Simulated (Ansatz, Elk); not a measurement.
# TlVN2: X-ray structure factors from the self-consistent density, part 2 of 2

The structure of TlVN2 used here is made up (a known structure type with other elements) and was relaxed beforehand with PBEsol. The aim is the Fourier transform of its all-electron density, F(hkl), set beside the sum over free spherical atoms that refinements use.

Elk 11.2.3 (patched build); all-electron DFT.

So far: The starting structure; Ground state and structure factors; The highest occupied states alone.

The structure was built from a prototype and need not be the compound's stable phase.

**4. Another functional**

Level of this step: DFT, LDA (Perdew-Wang), all-electron APW+lo, Dirac cores, scalar-relativistic bands, static density, no spin (Elk).

The difference from free atoms is small, so it is set against the change that LDA (Perdew-Wang) makes.

elk.in

```
tasks
  0
  195

xctype
  3

spinpol
  .false.

rgkmax
  7.0

gmaxvr
  14.0

lmaxo
  7

lmaxapw
  8

swidth
  0.002

tshift
  .false.

ramdisk
  .false.

hmaxvr
  5.5

maxscl
  120

epspot
  1e-06

sppath
  './'

avec
  2.79081065191 1.61127528114 12.41120948519
  -2.79081065191 1.61127528114 12.41120948519
  0.00000000000 -3.22255056228 12.41120948519

atoms
  3
  'Tl.in'
  1
  0.5000000000 0.5000000000 0.5000000000   0.000000 0.000000 0.000000
  'V.in'
  1
  0.0000000000 0.0000000000 0.0000000000   0.000000 0.000000 0.000000
  'N.in'
  2
  0.7186355829 0.7186355829 0.7186355829   0.000000 0.000000 0.000000
  0.2813644171 0.2813644171 0.2813644171   0.000000 0.000000 0.000000

ngridk
  9 9 9
```

On the command line:

```sh
$ OMP_NUM_THREADS=4 elk
```

Numbers of over 12 decimals in the logs are rounded to 6 here.

Log:

```text
┌─────────────────────────┐
│ Elk code version 11.2.3 │
└─────────────────────────┘

All units are atomic (Hartree, Bohr, etc.)

┌─────────────────────────────────────────────────┐
│ Ground-state run starting from atomic densities │
└─────────────────────────────────────────────────┘

Lattice vectors :
   2.790810652       1.611275281       12.41120949
  -2.790810652       1.611275281       12.41120949
   0.000000000      -3.222550562       12.41120949

Reciprocal lattice vectors :
   1.125691795      0.6499184611      0.1687502821
[...]
interstitial                :    5.652957924
 muffin-tins (core leakage)
  species : 1 (Tl)
[...]
species : 2 (V)
[...]
species : 3 (N)
   atom 1                    :    5.827578917     ( -0.2405712551E-05)
   atom 2                    :    5.827578917     ( -0.2405712551E-05)
 total in muffin-tins        :    112.3470421
 total calculated charge     :    117.9982813
 total charge                :    118.0000000
 error                       :   0.1718673085E-02

┌──────────────────────────────┐
│ Self-consistent loop stopped │
└──────────────────────────────┘

Wrote STATE.OUT
[key lines of the parts left out:]
total energy                :     -21333.762514405
```

Elapsed: 58 s, on 4 threads of Arm Neoverse V2, shared host; peak memory 0.16 GiB; 1.8 min of CPU time.

Against the first run R = 0.02 %; the largest change is -0.053 at 009.

**5. Basis size**

A smaller basis shows how fast F responds to it; the change is likely larger than the basis error of the first run, but doesn't show convergence.

Changes to elk.in since step 4:

```diff
@@ -5,3 +5,3 @@
 xctype
-  3
+  20
 
@@ -11,3 +11,3 @@
 rgkmax
-  7.0
+  5.5
```

On the command line:

```sh
$ OMP_NUM_THREADS=4 elk
```

Log:

```text
┌─────────────────────────┐
│ Elk code version 11.2.3 │
└─────────────────────────┘

All units are atomic (Hartree, Bohr, etc.)

┌─────────────────────────────────────────────────┐
│ Ground-state run starting from atomic densities │
└─────────────────────────────────────────────────┘

Lattice vectors :
   2.790810652       1.611275281       12.41120949
  -2.790810652       1.611275281       12.41120949
   0.000000000      -3.222550562       12.41120949

Reciprocal lattice vectors :
   1.125691795      0.6499184611      0.1687502821
[...]
interstitial                :    5.801887840
 muffin-tins (core leakage)
  species : 1 (Tl)
[...]
species : 2 (V)
[...]
species : 3 (N)
   atom 1                    :    5.796905288     (  0.1469290449E-05)
   atom 2                    :    5.796905288     (  0.1469290449E-05)
 total in muffin-tins        :    112.1981122
 total calculated charge     :    117.9987283
 total charge                :    118.0000000
 error                       :   0.1271720505E-02

┌──────────────────────────────┐
│ Self-consistent loop stopped │
└──────────────────────────────┘

Wrote STATE.OUT
[key lines of the parts left out:]
total energy                :     -21347.280491693
```

Elapsed: 62 s, on 4 threads; peak memory 0.22 GiB.

Against the first run R = 0.04 %; the largest change is +0.080 at 107.

**6. Basis size**

The basis and the expansions that go with it are enlarged, to see whether the differences are converged.

Changes to elk.in since step 5:

```diff
@@ -11,12 +11,12 @@
 rgkmax
-  5.5
+  8.5
 
 gmaxvr
-  14.0
+  18.0
 
 lmaxo
-  7
+  9
 
 lmaxapw
-  8
+  10
```

On the command line:

```sh
$ OMP_NUM_THREADS=4 elk
```

Log:

```text
┌─────────────────────────┐
│ Elk code version 11.2.3 │
└─────────────────────────┘

All units are atomic (Hartree, Bohr, etc.)

┌─────────────────────────────────────────────────┐
│ Ground-state run starting from atomic densities │
└─────────────────────────────────────────────────┘

Lattice vectors :
   2.790810652       1.611275281       12.41120949
  -2.790810652       1.611275281       12.41120949
   0.000000000      -3.222550562       12.41120949

Reciprocal lattice vectors :
   1.125691795      0.6499184611      0.1687502821
[...]
interstitial                :    5.601549828
 muffin-tins (core leakage)
  species : 1 (Tl)
[...]
species : 2 (V)
[...]
species : 3 (N)
   atom 1                    :    5.867866814     (  0.1481998643E-05)
   atom 2                    :    5.867866814     (  0.1481998643E-05)
 total in muffin-tins        :    112.3984502
 total calculated charge     :    117.9998303
 total charge                :    118.0000000
 error                       :   0.1696878000E-03

┌──────────────────────────────┐
│ Self-consistent loop stopped │
└──────────────────────────────┘

Wrote STATE.OUT
[key lines of the parts left out:]
total energy                :     -21347.416403334
```

Run time: 3 min. Hardware: 4 threads; peak memory 0.41 GiB; 7.5 min of CPU time.

Against the first run R = 0.01 %; the largest change is +0.014 at 110.

**7. Settings against the effect**

```csv
run,R against the first run (%),"R against neutral atoms, low angle (%)",wall time
"PBE, rgkmax 7",0.00,0.47,82 s
LDA (Perdew-Wang),0.02,0.45,58 s
rgkmax 5.5,0.04,0.45,62 s
rgkmax 8.5 with larger expansions,0.01,0.48,3 min
```

**8. What came out**

- R against neutral atoms, sin θ/λ < 0.3 Å⁻¹: 0.47 %
- R against neutral atoms, 0.3 to 0.83 Å⁻¹: 0.13 %

What this shows: Independent neutral atoms miss the calculated amplitudes by R = 0.47 % below 0.3 Å⁻¹ and 0.13 % from there to 0.83 Å⁻¹; by shells, 0.68 % below 0.15 Å⁻¹ (1 form), 0.47 % 0.15 to 0.3 (8 forms), 0.17 % 0.3 to 0.45 (16 forms), 0.12 % above 0.45 (93 forms). Bonding, aspherical density and the tables' own atoms all enter these figures, and the runs don't part them. The largest change of an amplitude is -0.71 electrons, at 012. The window's part falls from 27.7 electrons at the origin to at most 0.84 between 0.45 and 0.83 Å⁻¹, where compact states inside the window still scatter. The window holds more than the 18 outer electrons of the free atoms, so shallow core shells lie inside it. Below 0.3 Å⁻¹ the changes that finished (LDA (Perdew-Wang), rgkmax 5.5 and rgkmax 8.5 with larger expansions) move F by R = 0.05 % at most, against the 0.47 % that separates it from free atoms. The k-mesh has no finished test. These runs have no spin, though d or f shells may be open. Spin-orbit coupling is left out, which can matter for elements this heavy. Part of the difference isn't bonding: the tables are fits to free atoms and ions calculated by other methods than this functional. Thermal motion, anomalous dispersion and extinction are left out.

[Logs are printed without paths, hosts, clocks, repeated set-up lines and the standing remarks that a program may print on its own settings, such as how far it seeks lower states.]

[Hosts, paths, dates, database ids (printed as entryN), source tags and the programs' standing remarks are cut or masked in the printed files.]
